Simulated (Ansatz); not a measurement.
# NaGeH3 (model cell, started as cubic perovskite with Ge in the octahedra): following an unstable mode, part 2 of 2

Which phase does NaGeH3 (model cell, started as cubic perovskite with Ge in the octahedra) fall into along its unstable mode, and how much energy does it gain?

Ansatz 0.2.0; DFT PBE, scalar-relativistic, plane waves, PAW.

So far. Step 5 (Energy along the mode, all amplitudes (two of the runs …): The lowest of the steps tried is at 0.32 Å, 28.2 meV/atom below the parent; the bottom of the well need not coincide with a step. Step 7 (The new phase in its own primitive cell): The largest force component left is 0.21 meV/Å and the pressure is 0.000 GPa, within the tolerances set. The cell now holds 15.71 Å³/atom. The relaxed cell has a, b, c = 8.222, 4.895, 7.806 Å (conventional setting).

The structure was built from a prototype and need not be the compound's stable phase.

In doubt: the program warns that the response may not be converged on this k-mesh (step 8), which bears on the force constants and all frequencies.

### 8. Modes of the new phase, k-mesh 6×6×4, occupations fixed

A relaxed structure may still be a saddle point, so its zone-centre modes are computed. The response to a homogeneous field gives the Born charges and the dielectric tensor.

The input, input.yaml:

```yaml
crystal:
  lattice:
    - [4.1110795717, -2.4476390932, 0.0]
    - [4.1110795717, 2.4476390932, 0.0]
    - [0.0, 0.0, 7.805558939]
  atoms:
    - { symbol: Na, position: [0.0, 0.0, 0.5] }
    - { symbol: Na, position: [0.0, 0.0, 0.0] }
    - { symbol: Ge, position: [0.5401690486, 0.4598309514, 0.25] }
    - { symbol: Ge, position: [0.4598309514, 0.5401690486, 0.75] }
    - { symbol: H, position: [0.5, 0.5, 0.0] }
    - { symbol: H, position: [0.5, 0.5, 0.5] }
    - { symbol: H, position: [0.4609707138, 0.8260013975, 0.25] }
    - { symbol: H, position: [0.5390292862, 0.1739986025, 0.75] }
    - { symbol: H, position: [0.1739986025, 0.5390292862, 0.25] }
    - { symbol: H, position: [0.8260013975, 0.4609707138, 0.75] }
kpoints:
  mp_grid: { grid: [6, 6, 4] }
hamiltonian:
  xc: pbe
scf:
  occupations: { method: fixed }
output:
  eigenvalues: true
phonons:
  method: dfpt
  dielectric: true
  rigid_motions: translations
```

On the command line:

```console
$ ansatz run input.yaml --threads 8 --pin off --max-ram 14336MiB --backend cpu --events-out ev --progress --plain --runs-dir out
```

Wall time 1.8 min (8 threads of Arm Neoverse V2, shared host); peak memory 2 GiB; 14 min of CPU time.

Numbers from this step:

* sum-rule residual before enforcement: 8.48e-5 eV/Å²
* miss of the charge sum rule: 0.2863 e
* estimated error of the dielectric tensor: 0.7767
* estimated error of the Born charges: 0.4484 e
* point group: mmm
* highest optical mode at the zone centre (no LO-TO term): 1736 cm⁻¹
* lowest optical zone-centre mode: -1304 cm⁻¹
* mean high-frequency dielectric constant: 10.98
* largest Born charge (third of the trace): 3.135 e
* top of the zone-centre spectrum with the field: 1783 cm⁻¹

Patterns of degenerate modes are one choice out of their space. Modes at Γ, with each element's share of the kinetic energy (negative means imaginary):

| mode | frequency (cm⁻¹) | symmetry | Na % | Ge % | H % |
| --- | --- | --- | --- | --- | --- |
| 1 | -1303.8 | B1u | 0 | 2 | 98 |
| 2 | -134.2 | Au | 2 | 0 | 98 |
| 3 | -65.4 | B1u | 61 | 2 | 37 |
| 4 | -42.9 | B3u | 76 | 21 | 3 |
| 5 | -25.2 | Au | 98 | 0 | 2 |
| 6 | 0.0 | acoustic | 23 | 74 | 3 |
| 7 | 0.0 | acoustic | 23 | 74 | 3 |
| 8 | 0.0 | acoustic | 23 | 74 | 3 |
| 9 | 80.9 | B1g | 0 | 97 | 3 |
| 10 | 130.1 | B3g | 0 | 98 | 2 |
| 11 | 134.2 | B1u | 64 | 22 | 15 |
| 12 | 135.0 | Ag | 0 | 97 | 3 |
| 13 | 139.2 | B2u | 92 | 8 | 0 |
| 14 | 199.5 | B2u | 85 | 15 | 1 |
| 15 | 227.9 | B1u | 52 | 0 | 48 |
| 16 | 282.8 | B1g | 0 | 1 | 99 |
| 17 | 284.4 | B3u | 1 | 3 | 96 |
| 18 | 671.8 | B2g | 0 | 0 | 100 |
| 19 | 697.1 | B3u | 0 | 1 | 99 |
| 20 | 711.2 | B3g | 0 | 2 | 98 |
| 21 | 785.2 | B2u | 0 | 1 | 99 |
| 22 | 808.6 | B2u | 0 | 2 | 98 |
| 23 | 814.8 | Ag | 0 | 2 | 98 |
| 24 | 840.7 | Au | 0 | 0 | 100 |
| 25 | 873.9 | B1u | 0 | 1 | 99 |
| 26 | 1247.4 | B2u | 0 | 0 | 100 |
| 27 | 1734.0 | Ag | 0 | 1 | 99 |
| 28 | 1735.4 | B2u | 0 | 1 | 99 |
| 29 | 1736.0 | B1g | 0 | 1 | 99 |
| 30 | 1736.5 | B3u | 0 | 1 | 99 |

Displacements in mode 1 (-1303.8 cm⁻¹), the largest set to 1:
```
Na1  0.00  0.00  0.00
Na2  0.00  0.00  0.00
Ge3  0.00  0.00 -0.02
Ge4  0.00  0.00 -0.02
H5   0.00 -0.18  1.00
H6   0.00  0.18  1.00
H7   0.00  0.00  0.12
H8   0.00  0.00  0.12
H9   0.00  0.00  0.12
H10  0.00  0.00  0.12
```

Displacements in mode 15 (227.9 cm⁻¹), the largest set to 1:
```
Na1  0.00 -0.29  0.06
Na2  0.00  0.29  0.06
Ge3  0.00  0.00  0.00
Ge4  0.00  0.00  0.00
H5   0.00 -1.00  0.00
H6   0.00  1.00  0.00
H7   0.00  0.00 -0.64
H8   0.00  0.00 -0.64
H9   0.00  0.00 -0.64
H10  0.00  0.00 -0.64
```

High-frequency dielectric tensor, which the program warns is not settled by the k meshes in reach. Tensor:

|  | x | y | z |
| --- | --- | --- | --- |
| x | 3.276 | 0 | 0 |
| y | 0 | 3.927 | 0 |
| z | 0 | 0 | 25.74 |

Optical modes at the zone centre, without and with the macroscopic field of the longitudinal modes; each column is sorted by frequency, so a row need not hold one and the same mode. Modes with and without the field, by row:

| rank among optical modes | no field (cm⁻¹) | q along (1, 0, 0) (cm⁻¹) | q along (0, 1, 0) (cm⁻¹) | q along (0, 0, 1) (cm⁻¹) |
| --- | --- | --- | --- | --- |
| 1 | -1304 | -1304 | -1304 | -177.6 |
| 2 | -134.2 | -134.2 | -134.2 | -134.2 |
| 3 | -65.4 | -65.4 | -65.4 | -42.9 |
| 4 | -42.9 | -25.2 | -42.9 | -25.2 |
| 5 | -25.2 | 70.3 | -25.2 | 31.9 |
| 6 | 80.9 | 80.9 | 80.9 | 80.9 |
| 7 | 130.1 | 130.1 | 130.1 | 130.1 |
| 8 | 134.2 | 134.2 | 134.2 | 135 |
| 9 | 135 | 135 | 135 | 139.2 |
| 10 | 139.2 | 139.2 | 149.5 | 199.5 |
| 11 | 199.5 | 199.5 | 227.9 | 220.4 |
| 12 | 227.9 | 227.9 | 228.2 | 282.8 |
| 13 | 282.8 | 282.8 | 282.8 | 284.4 |
| 14 | 284.4 | 291.9 | 284.4 | 286.7 |
| 15 | 671.8 | 671.8 | 671.8 | 671.8 |
| 16 | 697.1 | 702.3 | 697.1 | 697.1 |
| 17 | 711.2 | 711.2 | 711.2 | 711.2 |
| 18 | 785.2 | 785.2 | 786.8 | 785.2 |
| 19 | 808.6 | 808.6 | 814.8 | 808.6 |
| 20 | 814.8 | 814.8 | 839.3 | 814.8 |
| 21 | 840.7 | 840.7 | 840.7 | 840.7 |
| 22 | 873.9 | 873.9 | 873.9 | 882.7 |
| 23 | 1247 | 1247 | 1249 | 1247 |
| 24 | 1734 | 1734 | 1734 | 1734 |
| 25 | 1735 | 1735 | 1736 | 1735 |
| 26 | 1736 | 1736 | 1736 | 1736 |
| 27 | 1736 | 1783 | 1774 | 1736 |

Born charge (rows field, columns displacement) (e), principal values of the symmetric part by kind of site:

| atom | atoms with these values | low | middle | high | mean |
| --- | --- | --- | --- | --- | --- |
| Na1 | 2 | 0.79 | 1.09 | 1.46 | 1.11 |
| Ge3 | 2 | 0.32 | 0.54 | 8.55 | 3.14 |
| H5 | 2 | -8.33 | -0.21 | -0.19 | -2.91 |
| H7 | 4 | -0.96 | -0.73 | -0.32 | -0.67 |

In full for H5:

```
-0.21  0.00  0.00
 0.00 -0.22 -0.11
 0.00  1.23 -8.30
```

Transverse modes; imaginary modes are left out. Lines of the infrared spectrum (strongest = 100):

| position (cm⁻¹) | lines merged | relative intensity |
| --- | --- | --- |
| 81 | 1 | 0.0 |
| 130 | 1 | 0.0 |
| 134 | 1 | 6.3 |
| 135 | 1 | 0.0 |
| 139 | 1 | 4.0 |
| 200 | 1 | 8.8 |
| 228 | 1 | 0.6 |
| 283 | 1 | 0.0 |
| 284 | 1 | 2.6 |
| 672 | 1 | 0.0 |
| 697 | 1 | 4.7 |
| 711 | 1 | 0.0 |
| 785 | 1 | 4.2 |
| 809 | 1 | 36 |
| 815 | 1 | 0.0 |
| 841 | 1 | 0.0 |
| 874 | 1 | 22 |
| 1247 | 1 | 3.0 |
| 1734 | 1 | 0.0 |
| 1735 | 1 | 97 |
| 1736 | 2 | 100 |

Before it was imposed, the acoustic sum rule was missed by 8.5e-5 eV/Å² and the charge sum rule by 0.29 e. The charge miss is large and points to the mesh or the basis. The lowest optical mode is imaginary, 1303.8i cm⁻¹, so the energy falls along it.

The log warns of the k mesh: “the force constants stand on the 6×6×4 k-mesh, whose period is 7.44 times the interband length at k = (0.0000, 0.0000, 0.0000), direct gap 1.162 eV, under 14: take them and everything formed from them as unconverged”.

### 9. The phases reached

The phases reached along the modes that were followed are set side by side.

Energies are those of the first relaxation, on the mesh of the frozen mode; space group, volume and gap are those of the last relaxation. Phases, by row:

| mode frozen in | space group | energy from parent (meV/atom) | volume (Å³/atom) | gap on mesh (eV) | lowest zone-centre optical mode (cm⁻¹) | largest shift (Å) |
| --- | --- | --- | --- | --- | --- | --- |
| parent | Pm-3m | 0 | 12.08 | 0 | – | – |
| q = (0, -0.5, -0.5), 1413i cm⁻¹ | P4/nmm | -39.88 | 12.74 | 0 | -1213 | 0.657 |
| q = (0, 0.25, -0.5), 1352i cm⁻¹ | Cmme | -39.64 | 12.75 | 0 | – | 0.738 |
| q = (0, 0, -0.5), 1338i cm⁻¹ | Cmcm | -125.7 | 15.7 | 0.886 | -1304 | 0.915 |
| q = (0, 0, -0.5), 1338i cm⁻¹ | Pmma | -38.2 | 12.82 | 0 | -1309 | 0.68 |
| q = (0, 0, -0.5), 1338i cm⁻¹ | Cmcm | -125.7 | 15.71 | 0.886 | -1304 | 0.928 |

### 10. Results

| Quantity | Value |
| --- | --- |
| unstable mode of the parent | q = (0, 0, -0.5), 1338i cm⁻¹ |
| depth at the lowest point sampled | 28.2 meV/atom |
| largest atomic shift at that point | 0.32 Å |
| space group reached (within 0.01 Å) | Cmcm |
| energy gained over the parent (first relaxation, on the mesh of the frozen mode) | 126 meV/atom |
| volume per atom, phase reached | 15.7 Å³ |
| gap on the k-mesh, phase reached | 0.886 eV |
| lowest optical zone-centre mode, phase reached | -1304 cm⁻¹ |
| highest optical mode at the zone centre (no LO-TO term), phase reached | 1736 cm⁻¹ |

**Reading.** Along this mode the structure falls into Cmcm, 126 meV/atom below the parent. At the parent's cell the well is 28.20 meV/atom deep on the steps tried, with its lowest point at a shift of 0.32 Å. Relaxing atoms and cell changes the gain by +97.53 meV/atom against the lowest step (energies at zero smearing). Most of the total comes from this relaxation. The new phase still has an imaginary mode at the zone centre of its cell, so it is a saddle point on the way to a lower structure. Of the 5 patterns followed to their end from this parent, this one reaches the lowest energy. Each path keeps the symmetry of its pattern, so a lower phase may lie along a pattern not tried. With the field response the log warns that the k mesh is coarse for the force constants too, so the frequencies may not be converged. With no gap, or one that is small against the smearing, the frequencies hang on the k mesh and the smearing, most of all near Kohn anomalies. In at least one run the field response is not settled by the k meshes in reach, so its dielectric tensor, Born charges and longitudinal modes are rough. The volume moved by more than a tenth on the k mesh of the start, so the energy gain is rough. A phonon run warned that its eigensolver left some bands unconverged in a pass. The starting cell was built on a prototype and not taken from a measurement, so the phase need not exist.

[Logs are printed without paths, hosts, clocks, repeated set-up lines and the standing remarks that a program may print on its own settings, such as how far it seeks lower states.]

[Hosts, paths, dates, database ids (printed as entryN), source tags and the programs' standing remarks are cut or masked in the printed files.]
